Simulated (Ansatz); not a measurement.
**Resistivity from frozen vibrations: Pd(111) with 4 thermally displaced layers, 2x2**

How much do lattice vibrations at 300 K scatter the electrons of Pd? Layers with random displacements are laid between perfect leads, and the resistance is followed against their length. The measured value for the pure metal at this temperature is 10.8 µΩ cm (CRC Handbook of Chemistry and Physics, 84th ed., 2003, Electrical Resistivity of Pure Metals).

Program: Ansatz 0.2.0. Level of theory: Ansatz plane-wave DFT, PBE, PAW files; ballistic transport by layer matching (Landauer), zero bias; PAW set soft_1. Results are calculated unless marked as measured.

## (1) Set-up

The cell holds 40 atoms: 40 Pd. Its edges and angles: a = 5.501 Å, b = 5.501 Å, c = 22.514 Å, α = 93.5°, β = 86.5°, γ = 120.0°. It derives from Pd. Regions: lead, 24 atoms (24 Pd); scattering region, 16 atoms (16 Pd). The structure is stacked along c, and the current runs across the ab planes.

## (2) With 4 displaced layers

Each atom of 4 layers is moved at random, by amounts drawn from a normal law 0.0748 Å wide in each direction from the Debye model (274 K) at 300 K. The layers about the cell's end stay perfect and serve as the lead. Disorder leaves little or no symmetry, which makes such runs dear. Energies from -0.05 to 0.05 eV in steps of 0.05 eV are too few for the program's thermal sum, so it prints no conductance; for a metal the transmission near the Fermi level serves, at a fraction of the cost.

input.yaml reads:

```yaml
crystal:
  lattice:
    - [5.5010079149, 0.0, 0.0]
    - [-2.7505039575, 4.7640126007, 0.0]
    - [1.3752519787, -0.7940021001, 22.4577707709]
  atoms:
    - { symbol: Pd, position: [0.9916666667, 0.0083333333, 0.05] }
    - { symbol: Pd, position: [0.9916666667, 0.5083333333, 0.05] }
    - { symbol: Pd, position: [0.4916666667, 0.0083333333, 0.05] }
    - { symbol: Pd, position: [0.4916666667, 0.5083333333, 0.05] }
    - { symbol: Pd, position: [0.1416666667, 0.3583333333, 0.15] }
    - { symbol: Pd, position: [0.1416666667, 0.8583333333, 0.15] }
    - { symbol: Pd, position: [0.6416666667, 0.3583333333, 0.15] }
    - { symbol: Pd, position: [0.6416666667, 0.8583333333, 0.15] }
    - { symbol: Pd, position: [0.2916666667, 0.2083333333, 0.25] }
    - { symbol: Pd, position: [0.2916666667, 0.7083333333, 0.25] }
    - { symbol: Pd, position: [0.7916666667, 0.2083333333, 0.25] }
    - { symbol: Pd, position: [0.7916666667, 0.7083333333, 0.25] }
    - { symbol: Pd, position: [0.9419835377, 0.056615445, 0.3521320751] }
    - { symbol: Pd, position: [0.9386883999, 0.5501272527, 0.3512038109] }
    - { symbol: Pd, position: [0.4672118389, 0.0728062061, 0.3476571467] }
    - { symbol: Pd, position: [0.4195542574, 0.5485746864, 0.3501375812] }
    - { symbol: Pd, position: [0.0590410013, 0.4042083414, 0.4458521522] }
    - { symbol: Pd, position: [0.0776189629, 0.8996163107, 0.4489469834] }
    - { symbol: Pd, position: [0.6055130944, 0.4246230648, 0.4495720864] }
    - { symbol: Pd, position: [0.604823874, 0.898088906, 0.4511702363] }
    - { symbol: Pd, position: [0.2550962245, 0.2593962093, 0.5475247655] }
    - { symbol: Pd, position: [0.2254253257, 0.7512720298, 0.5507330667] }
    - { symbol: Pd, position: [0.7263916314, 0.254962215, 0.5494699131] }
    - { symbol: Pd, position: [0.750504679, 0.7618993444, 0.5511830957] }
    - { symbol: Pd, position: [0.8813282363, 0.1067341939, 0.6526099866] }
    - { symbol: Pd, position: [0.9012444873, 0.5894137633, 0.6550401077] }
    - { symbol: Pd, position: [0.4159429854, 0.120741855, 0.6508804174] }
    - { symbol: Pd, position: [0.3977533641, 0.6323029658, 0.6565260307] }
    - { symbol: Pd, position: [0.0416666667, 0.4583333333, 0.75] }
    - { symbol: Pd, position: [0.0416666667, 0.9583333333, 0.75] }
    - { symbol: Pd, position: [0.5416666667, 0.4583333333, 0.75] }
    - { symbol: Pd, position: [0.5416666667, 0.9583333333, 0.75] }
    - { symbol: Pd, position: [0.1916666667, 0.3083333333, 0.85] }
    - { symbol: Pd, position: [0.1916666667, 0.8083333333, 0.85] }
    - { symbol: Pd, position: [0.6916666667, 0.3083333333, 0.85] }
    - { symbol: Pd, position: [0.6916666667, 0.8083333333, 0.85] }
    - { symbol: Pd, position: [0.8416666667, 0.1583333333, 0.95] }
    - { symbol: Pd, position: [0.8416666667, 0.6583333333, 0.95] }
    - { symbol: Pd, position: [0.3416666667, 0.1583333333, 0.95] }
    - { symbol: Pd, position: [0.3416666667, 0.6583333333, 0.95] }
kpoints:
  mp_grid: { grid: [5, 5, 1] }
hamiltonian:
  xc: pbe
  pseudopotentials: { kind: paw, azcp: { folder: soft_1 } }
scf:
  occupations: { method: fermi_dirac, width: 0.1 }
output:
  transmission:
    leads: [[0, 4]]
    kmesh: [10, 10]
    e_range: [-0.05, 0.05]
    de: 0.05
  write_potential: true
  write_density: true
  volumetric_format: npy
  elf: true
```

Run with:

```bash
> ansatz run input.yaml --threads 4 --pin off --max-ram 15360MiB --backend cpu --events-out ev --progress --plain --runs-dir out
```

Numbers of over 12 decimals in the logs are rounded to 6 here.

What it wrote:

```text
Engine: ansatz 0.2.0, aarch64-unknown-linux-gnu
Pseudopotentials: kind: paw
Pseudopotential: Pd, paw, valence charge 18, recommended cutoff 420 eV (normal), soft_1/Pd.paw.azcp
Functional definition: PBE
  parameter kappa = 0.804
  parameter beta = 0.066725
  exchange = pbe_x(kappa = kappa, mu = beta*pi^2/3)
  correlation = pbe_c(beta = beta)
Crystal: 40 atoms, lattice volume = 588.548 Å³
Basis set: ecut = 420 eV, 11489 PW (Γ)
Bands: 432, of which v1, the nominal top of the filled ones, is band 360 counted from 1 (359 counted from 0)
Symmetry: 1 space group operations
Space group: P1 (ITA 1), of the structure as read, at distance tolerance 8.4e-5 Å
k-points: 13 of 25 (time reversal used)
Non-local potential: Pd, projectors of the file, l = 0: 2, l = 1: 2, l = 2: 2, l = 3: 1
PAW form: soft (Blöchl's): semilocal exchange-correlation on the pseudo side does not see the compensation charge
PAW one-centre angular grid: Pd, 590 points (default); XC on 64 Gauss nodes
Initial density: superposition of atomic densities (chi_scale 0.1, normalization cell)
Initial wavefunctions: pseudopotential atomic-orbital guess
Functional: x = pbe(κ = 0.804, μ = 0.219515), c = pbe(β = 0.066725)
SCF iter   1: F=—  HF=-278951.664367 eV  |F-HF|=—  |Δ(HF+E_count)|=         —  Δρ=1.52e-1  dr2=1.38e2  ethr=3.10e-3  ⟨swp⟩=5.0  Hψ=18211  notcnv=0  defer=79
preconditioner: auto → Kerker (q_TF=auto, 2.822 Å⁻¹)  [metal: Δε(μ)=0.001 eV  Ē_g=8.295 eV  σ=0.100 eV  W_gap=0.00  n_scr=240 (ndim 8)  ℏωp=30.6 eV  f_vac=0.000  D(μ)=76.14/eV (n_scr^D=1140)]
SCF iter   2: F=—  HF=-278923.424821 eV  |F-HF|=—  |Δ(HF+E_count)|=    2.82e1  Δρ=7.18e-2  dr2=3.08e1  ethr=3.10e-3  ⟨swp⟩=2.1  Hψ=9456  notcnv=0  defer=515
SCF iter   3: F=—  HF=-278915.842846 eV  |F-HF|=—  |Δ(HF+E_count)|=    7.58e0  Δρ=1.39e-2  dr2=9.01e-1  ethr=3.10e-3  ⟨swp⟩=2.0  Hψ=9267  notcnv=0  defer=538
SCF iter   4: F=—  HF=-278915.885429 eV  |F-HF|=—  |Δ(HF+E_count)|=   4.26e-2  Δρ=2.72e-3  dr2=3.19e-2  ethr=1.25e-4  ⟨swp⟩=2.2  Hψ=7183  notcnv=0  defer=538
SCF iter   5: F=—  HF=-278915.897189 eV  |F-HF|=—  |Δ(HF+E_count)|=   1.18e-2  Δρ=5.44e-4  dr2=2.43e-3  ethr=4.43e-6  ⟨swp⟩=2.9  Hψ=7665  notcnv=0  defer=538
SCF iter   6: F=—  HF=-278915.897471 eV  |F-HF|=—  |Δ(HF+E_count)|=   2.83e-4  Δρ=1.52e-4  dr2=2.22e-4  ethr=3.37e-7  ⟨swp⟩=1.7  Hψ=6713  notcnv=0  defer=538
SCF iter   7: F=—  HF=-278915.897481 eV  |F-HF|=—  |Δ(HF+E_count)|=   9.28e-6  Δρ=4.62e-5  dr2=2.89e-5  ethr=3.09e-8  ⟨swp⟩=1.0  Hψ=5078  notcnv=0  defer=538
SCF iter   8: F=—  HF=-278915.898088 eV  |F-HF|=—  |Δ(HF+E_count)|=   6.08e-4  Δρ=1.18e-5  dr2=3.12e-6  ethr=4.01e-9  ⟨swp⟩=1.2  Hψ=5946  notcnv=0  defer=538
SCF iter   9: F=—  HF=-278915.898088 eV  |F-HF|=—  |Δ(HF+E_count)|=   4.21e-8  Δρ=4.59e-6  dr2=4.37e-7  ethr=4.33e-10  ⟨swp⟩=1.0  Hψ=5078  notcnv=0  defer=538
SCF iter  10: F=-278915.898088 eV  HF=-278915.898088 eV  |F-HF|=3.95e-8  |Δ(HF+E_count)|=   2.08e-8  Δρ=1.47e-6  dr2=4.48e-8  ethr=1.39e-11  ⟨swp⟩=8.3  Hψ=17899  notcnv=0
SCF 1 converged in 10 iterations: F = -278915.898088 eV  dr2 = 4.48e-8
  greatest PAW one-centre occupation: 0.999 electrons in one spin orbital (limit 2), on the Pd atom at site 16 (counted from 0), in its partial waves of l = 0
transmission: 182 of 1820 steps passed
transmission: 364 of 1820 steps passed
[...]
transmission: 1820 of 1820 steps passed
SCF converged after 10 iterations
Free energy (F): -278915.898088 eV
Harris-Foulkes:  -278915.898088 eV  (|F-HF|=3.95e-8)
Internal energy: -278913.495084 eV  (E = F + TS)
E sigma→0 (E₀):  -278914.696586 eV
Entropy (-TS):   -2.403004 eV (-60.075 meV/atom)
Fermi energy:    19.746365 eV
--- Per-component energies (eV) ---
  E_band       = -5549.458488
  E_kinetic    = 17962.074687
  E_local      = -73606.984506  (includes V_loc(G=0)·N_el)
  E_nonlocal   = 14826.099856
  E_hartree    = 29675.903652
  E_xc         = -5550.937869
  E_vxc        = -7021.395033  (∫ρ·V_xc dr)
  E_paw        = -152432.342387  (= ΣΔE_a)
  E_vpaw       = -17061.075625  (= ΣTr[D̂ρ^β])
  E_aug_tail   = 0.009472  (compensation charges beyond the density's cutoff)
  E_ewald      = -109787.317990
  E_smearing   = -2.403004  (= −TS)
  E_closure    = 0.000000  (closes the sum)
  Σ components = -278915.898088   (vs F -278915.898088, Δ=0.00e0)
--- Band table (eV; the first three rows and the last of 13) ---
  k-point 0: bands = [... 356 lower, 19.8200, 19.8264, 19.8341, 19.8436, 19.8580, 19.8782, 19.8967, 19.9185, ... 68 higher]
  k-point 1: bands = [... 356 lower, 19.6748, 19.6979, 19.7076, 19.7237, 19.7636, 19.7802, 19.8637, 19.8761, ... 68 higher]
  k-point 2: bands = [... 356 lower, 19.6484, 19.6982, 19.7376, 19.7452, 19.7577, 19.7700, 19.7849, 19.8066, ... 68 higher]
  k-point 12: bands = [... 356 lower, 19.5939, 19.6308, 19.6987, 19.7308, 19.7502, 19.7675, 19.7790, 19.7977, ... 68 higher]
--- Transmission ---
  basis      : 235 plane waves across, 35 finite elements along
  points     : 52, standing for a mesh of 10 x 10
  energies   : 3 from -0.050000 to 0.050000 eV about the Fermi level, 0.050000 eV apart; the leads are filled to 0.000000 eV, and channels, transmission and decay are at 0.000000 eV
  crystal 0  : Pd4, at the sites [0, 4], period 2.2458 Å, over 13.47 Å; its Hamiltonian steps by up to 11.8 meV
    offset         : up to 0.0000 Å between an atom of the period and one for which it stands
    channels       : 5.230000e0 a spin
    conductance    : none, the energies end too early or step too widely for 300 K: set another output.transmission.e_range or a lower de, or, where they end at an eighth of basis.ecutwfc, a higher one
  junction   : crystal 0 to crystal 0, 0.70 to 20.91 Å
    transmission   : 4.351799e0 a spin
    conductance    : none, the energies end too early or step too widely for 300 K: set another output.transmission.e_range or a lower de, or, where they end at an eighth of basis.ecutwfc, a higher one
```

It took 8.8 min on 4 threads of Arm Neoverse V1, shared host; peak memory 5.5 GiB.

Numbers from this step:

| Quantity | Value |
| --- | --- |
| free energy | -278915.8981 eV |
| energy at zero smearing | -278914.6966 eV |
| Fermi energy | 19.75 eV |
| cell area | 26.21 Å² |
| transmission per spin nearest the Fermi level | 4.352 |
| open channels per spin nearest the Fermi level | 5.23 |
| step of the lead's potential | 11.8 meV |

Per spin. Table of transmission, zone mean by energy, zero at the Fermi level:

```tsv
energy (eV)	transmission, zone mean
-0.0500	4.91
0.0000	4.35
0.0500	3.91
```

Per spin. Open channels, zone mean, lead against energy, zero at the Fermi level:

```tsv
energy (eV)	open channels, zone mean, lead
-0.0500	6.25
0.0000	5.23
0.0500	4.49
```

Transmission over k1 and k2. At 0.0000 eV from the Fermi level.

Values, 10 rows by 10 columns:
```
3.89 6.20 4.57 4.42 5.07 6.49 3.77 3.76 2.60 3.84
3.70 4.63 4.40 4.44 4.60 4.49 4.89 3.60 2.66 2.67
3.73 4.26 4.42 4.65 3.65 4.70 4.45 4.39 3.66 3.77
4.06 5.08 4.30 3.68 4.48 4.57 3.61 4.49 4.61 3.78
7.75 5.78 4.31 4.61 4.95 4.30 4.95 4.61 4.31 5.78
4.06 3.78 4.61 4.49 3.61 4.57 4.48 3.68 4.30 5.08
3.73 3.77 3.66 4.39 4.45 4.70 3.65 4.65 4.42 4.26
3.70 2.67 2.66 3.60 4.89 4.49 4.60 4.44 4.40 4.63
3.89 3.84 2.60 3.76 3.77 6.49 5.07 4.42 4.57 6.20
7.73 3.66 3.75 3.69 3.90 7.96 3.90 3.69 3.75 3.66
```
Columns: k1 (b1) from -0.5 to 0.4; rows upwards: k2 (b2) from -0.5 to 0.4.

Open channels over k1 and k2. At 0.0000 eV from the Fermi level.

Ten even steps from '0' (3.0) to '9' (10.0):
```
2742472101
1422224100
1222122211
2421551242
9722555227
2242155124
1112221222
1001422224
2101274247
9211292112
```
Columns: k1 (b1) from -0.5 to 0.4; rows upwards: k2 (b2) from -0.5 to 0.4.

Valence density in the ca plane at fractional y = 0.549, with atoms of Pd within 0.2 Å of it. It is the smooth field of the valence electrons, not physical close to the nuclei.

Values in units of 1e0 e/Å³, 8 rows by 16 columns, each cell a mean:
```
0.3 0.2 0.3 0.4 9.3 4.9 0.3 0.3 0.2 0.3 0.5 9.0 2.6 0.7 0.5 0.2
0.7 0.3 1.2 0.3 2.0 1.2 0.7 0.8 0.2 0.3 0.4 5.5 1.8 0.4 0.2 0.2
0.7 0.4 1.5 0.4 0.3 0.3 2.0 2.8 0.3 0.5 0.2 0.4 0.3 3.1 1.7 0.3
0.3 0.2 0.4 0.3 3.0 1.3 0.7 1.0 0.3 0.4 0.2 0.5 0.4 4.5 2.7 0.3
0.3 0.2 0.3 0.4 9.9 4.7 0.2 0.2 0.2 0.2 0.3 5.1 1.6 0.7 0.5 0.2
0.7 0.3 1.2 0.4 3.0 1.6 0.4 0.3 0.2 0.3 0.3 4.8 1.7 0.4 0.2 0.2
0.7 0.4 1.5 0.4 0.4 0.3 1.4 1.4 0.3 0.6 0.2 0.5 0.4 3.1 1.7 0.3
0.3 0.2 0.4 0.3 4.1 2.0 1.0 1.0 0.3 0.5 0.3 1.3 0.6 4.5 2.7 0.3
```
Columns run along c (16.0 Å, from fractional 0.14 to 0.86 of the cell), rows up along a (5.5 Å). Atoms in or near the plane, at fractional coordinates: Pd at (0.35, 0.94), Pd at (0.35, 0.42), Pd at (0.66, 0.90).

ELF in the ca plane at fractional y = 0.549, with atoms of Pd within 0.2 Å of it. It is the smooth field of the valence electrons, not physical close to the nuclei.

Ten even steps from '0' (0.15) to '9' (0.44), each cell a mean:
```
11000011213942672222100011111497685235751111
11000121112865872221100011121494386221210001
43111355211588841234310011111398695221100001
65212588511133211488731112210158863124420011
54211588610111111699951123310012221268982111
22111355311123111599951123310001111398795111
11000011111688721256631112110012211388795111
11000011213965861112100011111158752258983111
11000011214842671221000001111289795113421011
22101233112876861111000001111388696221100001
54211476411478731123200011110279895212210001
65212589611123211478611123210036642247751111
43211477411122211699731134410011212389994111
11100133111478621588721124310012222398795111
11000011112986962246410112111168852278994111
```
Columns run along c (16.0 Å, from fractional 0.14 to 0.86 of the cell), rows up along a (5.5 Å). Atoms in or near the plane, at fractional coordinates: Pd at (0.35, 0.94), Pd at (0.35, 0.42), Pd at (0.66, 0.90).

Electrostatic potential energy in the ca plane at fractional y = 0.549, with atoms of Pd within 0.2 Å of it. With pseudopotentials it is smooth inside the atoms' cores, unlike the true potential.

Ten even steps from '0' (-35 eV) to '9' (23 eV), each cell a mean:
```
99999999998200048999999999999730027986679999
99999999998300159999999999999720016999999999
88999877899743479987899999999840026999999999
67899755799988899754589998999975468987789999
77899745799999999631379988899998899863368999
88999877899988999742479988899999999840037999
99999999999643689876689999999998899841037999
99999999998300169999999999999975478974358999
99999999997200059999999999999841037998889999
88999988998400169999999999999840026999999999
77899756899754589988999999999962137999999999
67899644799988899865799988899986578975579999
88999756799988999743589987899999999841148999
99999988999755689744589987899998899830027999
99999999998400269876799998999974468852147999
```
Columns run along c (16.0 Å, from fractional 0.14 to 0.86 of the cell; values clipped at the 3rd and 97th percentile), rows up along a (5.5 Å). Atoms in or near the plane, at fractional coordinates: Pd at (0.35, 0.94), Pd at (0.35, 0.42), Pd at (0.66, 0.90).

Over the solved energies the transmission per spin lies between 3.91 and 4.91, out of 5.32 channels of the lead on average (up to 6.25).

[end of part 1 of 2]

[Logs are printed without paths, hosts, clocks, repeated set-up lines and the standing remarks that a program may print on its own settings, such as how far it seeks lower states.]

[Hosts, paths, dates, database ids (printed as entryN), source tags and the programs' standing remarks are cut or masked in the printed files.]
